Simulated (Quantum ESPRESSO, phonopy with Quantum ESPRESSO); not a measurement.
# SrCl2 (Fm-3m): a volume series of phonon spectra, part 7 of 8

Wanted: mode Grüneisen parameters of SrCl2 and a free-energy fit over volumes.

Quantum ESPRESSO 7.5; DFT PBE, scalar-relativistic, plane waves, GBRV ultrasoft pseudopotentials.

So far. Step 13 (Self-consistent run, V/V0 0.985): The run ends at a pressure of 0.53 GPa. Step 14 (Zone-centre response): The Born charges sum to zero within 0.0011 e; the rest is removed before use. Acoustic frequencies in this log differ from zero by the error of the sum rule, which ph.x does not impose.

### 15. A displaced supercell

One atom (for the harmonic constants) or a pair of atoms (for the cubic ones) is moved by a few hundredths of an ångström; the forces on all atoms give a column of force constants. The threshold is tight because the forces are small.

System of this step: SrCl2. It takes space group Imm2 (No. 44, orthorhombic). Conventional cell: a = 9.905 Å, b = 14.008 Å, c = 9.905 Å, α = 90.00°, β = 90.00°, γ = 90.00°. Nearest to Sr lie 8 Cl at 3.02 to 3.05 Å. Nearest to Sr lie 8 Cl at 3.03 Å. Sr has 8 Cl at 3.03 Å nearest. Cl has 4 Sr at 3.02 to 3.03 Å nearest. Farther neighbours and most contacts between anions are not listed.

disp-00001.in

```
&CONTROL
  calculation = 'scf'
  prefix      = 'x'
  outdir      = './tmp'
  pseudo_dir  = './pseudo'
  tprnfor     = .true.
  disk_io     = 'none'
/
&SYSTEM
  ibrav       = 0
  nat         = 24
  ntyp        = 2
  ecutwfc     = 40.0
  ecutrho     = 240.0
  occupations = 'fixed'
  nbnd        = 98
/
&ELECTRONS
  conv_thr         = 1.0d-11
  mixing_beta      = 0.7
  electron_maxstep = 100
/
ATOMIC_SPECIES
 Sr     87.6200  Sr.upf
 Cl     35.4500  Cl.upf
CELL_PARAMETERS angstrom
     0.000000000    7.003872059    7.003872059
     7.003872059    0.000000000    7.003872059
     7.003872059    7.003872059    0.000000000
ATOMIC_POSITIONS crystal
 Sr     0.002019188   0.000000000   0.000000000
 Sr     0.500000000   0.000000000   0.000000000
 Sr     0.000000000   0.500000000   0.000000000
 Sr     0.500000000   0.500000000   0.000000000
 Sr     0.000000000   0.000000000   0.500000000
 Sr     0.500000000   0.000000000   0.500000000
 Sr     0.000000000   0.500000000   0.500000000
 Sr     0.500000000   0.500000000   0.500000000
 Cl     0.125000000   0.125000000   0.125000000
 Cl     0.625000000   0.125000000   0.125000000
 Cl     0.125000000   0.625000000   0.125000000
 Cl     0.625000000   0.625000000   0.125000000
 Cl     0.125000000   0.125000000   0.625000000
 Cl     0.625000000   0.125000000   0.625000000
 Cl     0.125000000   0.625000000   0.625000000
 Cl     0.625000000   0.625000000   0.625000000
 Cl     0.375000000   0.375000000   0.375000000
 Cl     0.875000000   0.375000000   0.375000000
 Cl     0.375000000   0.875000000   0.375000000
 Cl     0.875000000   0.875000000   0.375000000
 Cl     0.375000000   0.375000000   0.875000000
 Cl     0.875000000   0.375000000   0.875000000
 Cl     0.375000000   0.875000000   0.875000000
 Cl     0.875000000   0.875000000   0.875000000
K_POINTS automatic
 2 2 2 0 0 0
```

Started as:

```console
$ OMP_NUM_THREADS=1 mpirun -n 4 pw.x -nk 4 -in disp-00001.in > disp-00001.out
```

Log:

```text
[banner, memory and clock lines left out]
Program PWSCF v.7.5

     Message from routine setup:
     using ibrav=0 with symmetry is DISCOURAGED, use correct ibrav instead

     G-vector sticks info

     bravais-lattice index     =            0
     lattice parameter (alat)  =      18.7177  a.u.
     unit-cell volume          =    4637.0439 (a.u.)^3
     number of atoms/cell      =           24
     number of atomic types    =            2
     number of electrons       =       192.00
[...]
atom    1 type  1   force =     0.00000000   -0.00192985   -0.00192985
     atom    2 type  1   force =     0.00000000    0.00059317    0.00059317
     atom    3 type  1   force =     0.00028175   -0.00032323    0.00031144
[...]
atom   23 type  2   force =    -0.00018392    0.00030546    0.00030546
     atom   24 type  2   force =     0.00014842    0.00027035    0.00027035

     Total force =     0.003202     Total SCF correction =     0.000000
     Message from routine punch:
     Nothing written, as per user request (disk_io='none')
[key lines of the parts left out:]
!    total energy              =   -1098.23915963 Ry
convergence has been achieved in  13 iterations
```

It took 4.7 min on 4 MPI ranks of Arm Neoverse V2, shared host; 17 min of CPU time.

### 16. Phonons, V/V0 0.985

This step: DFT PBE, scalar-relativistic, plane waves, GBRV ultrasoft pseudopotentials (phonopy with Quantum ESPRESSO 4.10.0 / 7.5).

It took 4.8 min on 8 threads.

No mode is imaginary beyond numerical noise along the path. The highest zone-centre mode (no LO–TO term) moved by +2.6 % for a volume change of -1.5 %.

The time given is that of the 2 pw.x runs on displaced cells behind this step.

### 17. Ground state at this cell, V/V0 1.03

A tight ground state at this cell gives the energy of this member; its pressure is the stress at this cutoff, which can carry an offset from the finite basis.

This step: DFT PBE, scalar-relativistic, plane waves, GBRV ultrasoft pseudopotentials (Quantum ESPRESSO 7.5).

System of this step: SrCl2. Symmetry: Fm-3m, No. 225, cubic system. Conventional cell: a = 7.109 Å, b = 7.109 Å, c = 7.109 Å, α = 90.00°, β = 90.00°, γ = 90.00°. Nearest to Sr lie 8 Cl at 3.08 Å. Cl has 4 Sr at 3.08 Å nearest. Farther neighbours and most contacts between anions are not listed.

scf.in

```
&CONTROL
  calculation = 'scf'
  prefix      = 'x'
  outdir      = './tmp'
  pseudo_dir  = './pseudo'
  tprnfor     = .true.
  tstress     = .true.
/
&SYSTEM
  ibrav       = 0
  nat         = 3
  ntyp        = 2
  ecutwfc     = 40.0
  ecutrho     = 240.0
  occupations = 'fixed'
  nbnd        = 14
/
&ELECTRONS
  conv_thr         = 1.0d-12
  mixing_beta      = 0.7
  electron_maxstep = 100
/
ATOMIC_SPECIES
 Sr     87.6200  Sr.upf
 Cl     35.4500  Cl.upf
CELL_PARAMETERS angstrom
     0.000000000    3.554472893    3.554472893
     3.554472893    0.000000000    3.554472893
     3.554472893    3.554472893    0.000000000
ATOMIC_POSITIONS crystal
 Sr     0.000000000   0.000000000   0.000000000
 Cl     0.250000000   0.250000000   0.250000000
 Cl     0.750000000   0.750000000   0.750000000
K_POINTS automatic
 8 8 8 0 0 0
```

Started as:

```console
$ OMP_NUM_THREADS=1 mpirun -n 8 pw.x -nk 8 -in scf.in > scf.out
```

Log:

```text
[banner, memory and clock lines left out]
Program PWSCF v.7.5

     Message from routine setup:
     using ibrav=0 with symmetry is DISCOURAGED, use correct ibrav instead

     G-vector sticks info

     bravais-lattice index     =            0
     lattice parameter (alat)  =       9.4992  a.u.
     unit-cell volume          =     606.1111 (a.u.)^3
     number of atoms/cell      =            3
     number of atomic types    =            2
     number of electrons       =        24.00
[...]
atom    3 type  2   force =    -0.00000000   -0.00000000    0.00000000

     Total force =     0.000000     Total SCF correction =     0.000000

     Computing stress (Cartesian axis) and pressure

     negative rho (up, down):  9.639E-02 0.000E+00
          total   stress  (Ry/bohr**3)                   (kbar)     P=       -9.28
[...]
-0.00000000  -0.00006305  -0.00000000           -0.00       -9.28       -0.00
   0.00000000  -0.00000000  -0.00006305            0.00       -0.00       -9.28

     XML data file, charge density, pseudopotentials, collected wavefunctions
[key lines of the parts left out:]
!    total energy              =    -137.27951516 Ry
convergence has been achieved in  14 iterations
```

It took 7.4 s on 8 MPI ranks.

The run ends at a pressure of -0.93 GPa.

### 18. Zone-centre response

In a polar crystal the Born charges and ε∞ give the long-range dipole term that a finite supercell misses. They are those of this k-mesh and were not tested on a denser one; where the gap is small they converge slowly, and the LO modes with them.

ph.in

```
phonons
&INPUTPH
  prefix = 'x'
  outdir = './tmp'
  fildyn = 'x.dyn'
  tr2_ph = 1.0d-18
  epsil  = .true.
/
0.000000000 0.000000000 0.000000000
```

scf.in is that of step 17.

Started as:

```console
$ OMP_NUM_THREADS=1 mpirun -n 8 ph.x -nk 8 -in ph.in > ph.out
```

Log:

```text
[banner, memory and clock lines left out]
Program PHONON v.7.5

     ./tmp/x.save/

     IMPORTANT: XC functional enforced from input :
     Exchange-correlation= PBE
                           (   1   4   3   4   0   0   0)
     Any further DFT definition will be discarded
     Please, verify this is what you really want

     G-vector sticks info

     Check: negative core charge=   -0.000003

     negative rho (up, down):  9.639E-02 0.000E+00
     Reading collected, re-writing distributed wavefunctions in ./tmp/

     Number and degeneracy of irreps per q-point
[...]
freq (    1) =       0.044671 [THz] =       1.490068 [cm-1]
     freq (    2) =       0.044671 [THz] =       1.490068 [cm-1]
     freq (    3) =       0.044671 [THz] =       1.490068 [cm-1]
[...]
freq (    8) =       4.872984 [THz] =     162.545263 [cm-1]
     freq (    9) =       4.872984 [THz] =     162.545263 [cm-1]
 **************************************************************************

     Mode symmetry, O_h (m-3m)  point group:

     freq (   1-   3) =          1.5  [cm-1]   --> T_1u G_15  G_4- I
     freq (   4-   6) =        114.9  [cm-1]   --> T_1u G_15  G_4- I
     freq (   7-   9) =        162.5  [cm-1]   --> T_2g G_25' G_5+ R
```

Run time: 2.8 min. Hardware: 8 MPI ranks; 20 min of CPU time.

ε∞:

```
2.84 0.00 0.00
0.00 2.84 0.00
0.00 0.00 2.84
```

The Born charges sum to zero within 0.0011 e; the rest is removed before use. Acoustic frequencies in this log differ from zero by the error of the sum rule, which ph.x does not impose.

### 19. A displaced supercell

One atom (for the harmonic constants) or a pair of atoms (for the cubic ones) is moved by a few hundredths of an ångström; the forces on all atoms give a column of force constants. The threshold is tight because the forces are small.

System of this step: SrCl2. It takes space group Imm2 (No. 44, orthorhombic). The conventional cell has a = 10.054 Å, b = 14.218 Å, c = 10.054 Å, α = 90.00°, β = 90.00°, γ = 90.00°. Sr has 8 Cl at 3.06 to 3.09 Å nearest. Sr has 8 Cl at 3.08 Å nearest. Nearest to Sr lie 8 Cl at 3.08 Å. Cl has 4 Sr at 3.06 to 3.08 Å nearest. Farther neighbours and most contacts between anions are not listed.

disp-00001.in, as its differences from that of step 15:

```diff
@@ -26,7 +26,7 @@
 CELL_PARAMETERS angstrom
-     0.000000000    7.003872059    7.003872059
-     7.003872059    0.000000000    7.003872059
-     7.003872059    7.003872059    0.000000000
+     0.000000000    7.108945785    7.108945785
+     7.108945785    0.000000000    7.108945785
+     7.108945785    7.108945785    0.000000000
 ATOMIC_POSITIONS crystal
- Sr     0.002019188   0.000000000   0.000000000
+ Sr     0.001989344   0.000000000   0.000000000
  Sr     0.500000000   0.000000000   0.000000000
```

Started as:

```console
$ OMP_NUM_THREADS=1 mpirun -n 4 pw.x -nk 4 -in disp-00001.in > disp-00001.out
```

Log:

```text
[banner, memory and clock lines left out]
Program PWSCF v.7.5

     Message from routine setup:
     using ibrav=0 with symmetry is DISCOURAGED, use correct ibrav instead

     G-vector sticks info

     bravais-lattice index     =            0
     lattice parameter (alat)  =      18.9985  a.u.
     unit-cell volume          =    4848.8886 (a.u.)^3
     number of atoms/cell      =           24
     number of atomic types    =            2
     number of electrons       =       192.00
[...]
atom    1 type  1   force =     0.00000000   -0.00159015   -0.00159015
     atom    2 type  1   force =     0.00000000    0.00057712    0.00057712
     atom    3 type  1   force =     0.00027459   -0.00031545    0.00030264
[...]
atom   23 type  2   force =    -0.00008269    0.00021347    0.00021347
     atom   24 type  2   force =     0.00005299    0.00018336    0.00018336

     Total force =     0.002709     Total SCF correction =     0.000004
     Message from routine punch:
     Nothing written, as per user request (disk_io='none')
[key lines of the parts left out:]
!    total energy              =   -1098.23604641 Ry
convergence has been achieved in  13 iterations
```

The job ended after 4.7 min (4 MPI ranks; 18 min of CPU time).

### 20. Phonons, V/V0 1.03

This step: DFT PBE, scalar-relativistic, plane waves, GBRV ultrasoft pseudopotentials (phonopy with Quantum ESPRESSO 4.10.0 / 7.5).

The job ended after 4.7 min (8 threads).

Phonopy, LO-TO term from ph.x's tensors. The phonon branches at the labelled points (cm⁻¹):

| point | branch 1 | branch 2 | branch 3 | branch 4 | branch 5 | branch 6 | branch 7 | branch 8 | branch 9 |
| --- | --- | --- | --- | --- | --- | --- | --- | --- | --- |
| Γ | 0 | 0 | 0 | 115 | 115 | 163 | 163 | 163 | 210 |
| halfway | 42 | 42 | 95 | 102 | 102 | 123 | 167 | 167 | 204 |
| X | 51 | 71 | 71 | 81 | 81 | 140 | 168 | 168 | 193 |
| halfway | 55 | 71 | 78 | 85 | 87 | 135 | 167 | 168 | 191 |
| U | 64 | 71 | 92 | 97 | 101 | 123 | 161 | 167 | 187 |
| jump to K | 64 | 71 | 92 | 97 | 101 | 123 | 161 | 167 | 187 |
| halfway | 49 | 59 | 84 | 102 | 131 | 142 | 147 | 168 | 189 |
| Γ | 0 | 0 | 0 | 115 | 115 | 163 | 163 | 163 | 210 |
| halfway | 47 | 47 | 70 | 120 | 120 | 155 | 155 | 158 | 192 |
| L | 62 | 62 | 110 | 135 | 135 | 138 | 138 | 157 | 163 |
| halfway | 68 | 82 | 94 | 104 | 114 | 138 | 140 | 173 | 176 |
| W | 69 | 74 | 75 | 107 | 107 | 136 | 136 | 180 | 182 |
| halfway | 58 | 73 | 79 | 82 | 100 | 131 | 160 | 172 | 190 |
| X | 51 | 71 | 71 | 81 | 81 | 140 | 168 | 168 | 193 |

The phonon branches as a text plot (rows in cm⁻¹):

```
    205 |*******                   ********
    197 |       *******          **        **                   *
    188 |              ****     *            **             ****
    179 |                  *****               *      *******
    170 |     *******************               *   ***      ****
    162 |*****          ***      ************    ****        **
    153 |  **              *     ****       ******          *
    144 |            *      **  *              ** *****    *
    135 |    *     ** ***     ***               **   ******   ***
    127 |     **  *      ** **   **          ***  ***      ***
    118 |**                ***     **********       ***     *
    109 |  ***  **         *     ****           ****** *****
    100 |     ****       ********              *     ****  * *
     92 |     **  *     ***                           *     * *
     83 |         *******       *            **       ***    ****
     74 |    *       *********                       * **********
     66 |          **    ** **** **         *    ******   ***
     57 |         ***  **       *          * ****            ***
     48 |  **   **   **         *****       *                   *
     39 |     **                 **      ***
     31 |    *                     **
     22 | ***                      ***  ***
     13 | *                          *  *
      4 |*                            **
         Γ           X  U|K            Γ         L        W     X
```

No mode is imaginary beyond numerical noise along the path. The highest zone-centre mode (no LO–TO term) moved by -4.9 % for a volume change of +3.0 %.

The time given is that of the 2 pw.x runs on displaced cells behind this step.

### 21. Ground state at this cell, V/V0 0.97

A tight ground state at this cell gives the energy of this member; its pressure is the stress at this cutoff, which can carry an offset from the finite basis.

This step: DFT PBE, scalar-relativistic, plane waves, GBRV ultrasoft pseudopotentials (Quantum ESPRESSO 7.5).

System of this step: SrCl2. Symmetry: Fm-3m, No. 225, cubic system. Conventional cell: a = 6.968 Å, b = 6.968 Å, c = 6.968 Å, α = 90.00°, β = 90.00°, γ = 90.00°. Nearest to Sr lie 8 Cl at 3.02 Å. Cl has 4 Sr at 3.02 Å nearest. Farther neighbours and most contacts between anions are not listed.

scf.in, as its differences from that of step 18:

```diff
@@ -26,5 +26,5 @@
 CELL_PARAMETERS angstrom
-     0.000000000    3.554472893    3.554472893
-     3.554472893    0.000000000    3.554472893
-     3.554472893    3.554472893    0.000000000
+     0.000000000    3.484068698    3.484068698
+     3.484068698    0.000000000    3.484068698
+     3.484068698    3.484068698    0.000000000
 ATOMIC_POSITIONS crystal
```

Started as:

```console
$ OMP_NUM_THREADS=1 mpirun -n 8 pw.x -nk 8 -in scf.in > scf.out
```

Log:

```text
[banner, memory and clock lines left out]
Program PWSCF v.7.5

     Message from routine setup:
     using ibrav=0 with symmetry is DISCOURAGED, use correct ibrav instead

     G-vector sticks info

     bravais-lattice index     =            0
     lattice parameter (alat)  =       9.3111  a.u.
     unit-cell volume          =     570.8036 (a.u.)^3
     number of atoms/cell      =            3
     number of atomic types    =            2
     number of electrons       =        24.00
[...]
atom    3 type  2   force =     0.00000000   -0.00000000   -0.00000000

     Total force =     0.000000     Total SCF correction =     0.000000

     Computing stress (Cartesian axis) and pressure

     negative rho (up, down):  9.413E-02 0.000E+00
          total   stress  (Ry/bohr**3)                   (kbar)     P=       11.03
[...]
0.00000000   0.00007495   0.00000000            0.00       11.03        0.00
   0.00000000   0.00000000   0.00007495            0.00        0.00       11.03

     XML data file, charge density, pseudopotentials, collected wavefunctions
[key lines of the parts left out:]
!    total energy              =    -137.27940783 Ry
convergence has been achieved in  11 iterations
```

Wall time 6.2 s (8 MPI ranks).

The run ends at a pressure of 1.10 GPa.

### 22. Zone-centre response

In a polar crystal the Born charges and ε∞ give the long-range dipole term that a finite supercell misses. They are those of this k-mesh and were not tested on a denser one; where the gap is small they converge slowly, and the LO modes with them.

ph.in is that of step 18.

scf.in is that of step 21.

Started as:

```console
$ OMP_NUM_THREADS=1 mpirun -n 8 ph.x -nk 8 -in ph.in > ph.out
```

Log:

```text
[banner, memory and clock lines left out]
Program PHONON v.7.5

     ./tmp/x.save/

     IMPORTANT: XC functional enforced from input :
     Exchange-correlation= PBE
                           (   1   4   3   4   0   0   0)
     Any further DFT definition will be discarded
     Please, verify this is what you really want

     G-vector sticks info

     Check: negative core charge=   -0.000003

     negative rho (up, down):  9.413E-02 0.000E+00
     Reading collected, re-writing distributed wavefunctions in ./tmp/

     Number and degeneracy of irreps per q-point
[...]
freq (    1) =       0.079382 [THz] =       2.647891 [cm-1]
     freq (    2) =       0.079382 [THz] =       2.647891 [cm-1]
     freq (    3) =       0.079382 [THz] =       2.647891 [cm-1]
[...]
freq (    8) =       5.396209 [THz] =     179.998148 [cm-1]
     freq (    9) =       5.396209 [THz] =     179.998148 [cm-1]
 **************************************************************************

     Mode symmetry, O_h (m-3m)  point group:

     freq (   1-   3) =          2.6  [cm-1]   --> T_1u G_15  G_4- I
     freq (   4-   6) =        137.0  [cm-1]   --> T_1u G_15  G_4- I
     freq (   7-   9) =        180.0  [cm-1]   --> T_2g G_25' G_5+ R
```

Run time: 2.4 min. Hardware: 8 MPI ranks.

The Born charges sum to zero within 0.0011 e; the rest is removed before use. Acoustic frequencies in this log differ from zero by the error of the sum rule, which ph.x does not impose.

### 23. A displaced supercell

One atom (for the harmonic constants) or a pair of atoms (for the cubic ones) is moved by a few hundredths of an ångström; the forces on all atoms give a column of force constants. The threshold is tight because the forces are small.

System of this step: SrCl2. It takes space group Imm2 (No. 44, orthorhombic). The conventional cell has a = 9.854 Å, b = 13.936 Å, c = 9.854 Å, α = 90.00°, β = 90.00°, γ = 90.00°. Sr has 8 Cl at 3.00 to 3.03 Å nearest. Nearest to Sr lie 8 Cl at 3.02 Å. Sr has 8 Cl at 3.02 Å nearest. Nearest to Cl lie 4 Sr at 3.00 to 3.02 Å. Farther neighbours and most contacts between anions are not listed.

disp-00001.in, as its differences from that of step 19:

```diff
@@ -26,7 +26,7 @@
 CELL_PARAMETERS angstrom
-     0.000000000    7.108945785    7.108945785
-     7.108945785    0.000000000    7.108945785
-     7.108945785    7.108945785    0.000000000
+     0.000000000    6.968137396    6.968137396
+     6.968137396    0.000000000    6.968137396
+     6.968137396    6.968137396    0.000000000
 ATOMIC_POSITIONS crystal
- Sr     0.001989344   0.000000000   0.000000000
+ Sr     0.002029543   0.000000000   0.000000000
  Sr     0.500000000   0.000000000   0.000000000
```

Started as:

```console
$ OMP_NUM_THREADS=1 mpirun -n 4 pw.x -nk 4 -in disp-00001.in > disp-00001.out
```

Log:

```text
[banner, memory and clock lines left out]
Program PWSCF v.7.5

     Message from routine setup:
     using ibrav=0 with symmetry is DISCOURAGED, use correct ibrav instead

     G-vector sticks info

     bravais-lattice index     =            0
     lattice parameter (alat)  =      18.6222  a.u.
     unit-cell volume          =    4566.4290 (a.u.)^3
     number of atoms/cell      =           24
     number of atomic types    =            2
     number of electrons       =       192.00
[...]
atom    1 type  1   force =     0.00000000   -0.00203761   -0.00203761
     atom    2 type  1   force =    -0.00000000    0.00059769    0.00059769
     atom    3 type  1   force =     0.00028403   -0.00032779    0.00031364
[...]
atom   23 type  2   force =    -0.00022234    0.00033995    0.00033995
     atom   24 type  2   force =     0.00018445    0.00030301    0.00030301

     Total force =     0.003370     Total SCF correction =     0.000001
     Message from routine punch:
     Nothing written, as per user request (disk_io='none')
[key lines of the parts left out:]
!    total energy              =   -1098.23516738 Ry
convergence has been achieved in  13 iterations
```

Run time: 4.5 min. Hardware: 4 MPI ranks.

[end of part 7 of 8]

[Logs are printed without paths, hosts, clocks, repeated set-up lines and the standing remarks that a program may print on its own settings, such as how far it seeks lower states.]

[Hosts, paths, dates, database ids (printed as entryN), source tags and the programs' standing remarks are cut or masked in the printed files.]

[A step with changed settings may run another functional than the one named; its input shows which.]

[Of the runs on displaced cells, only some may be shown.]
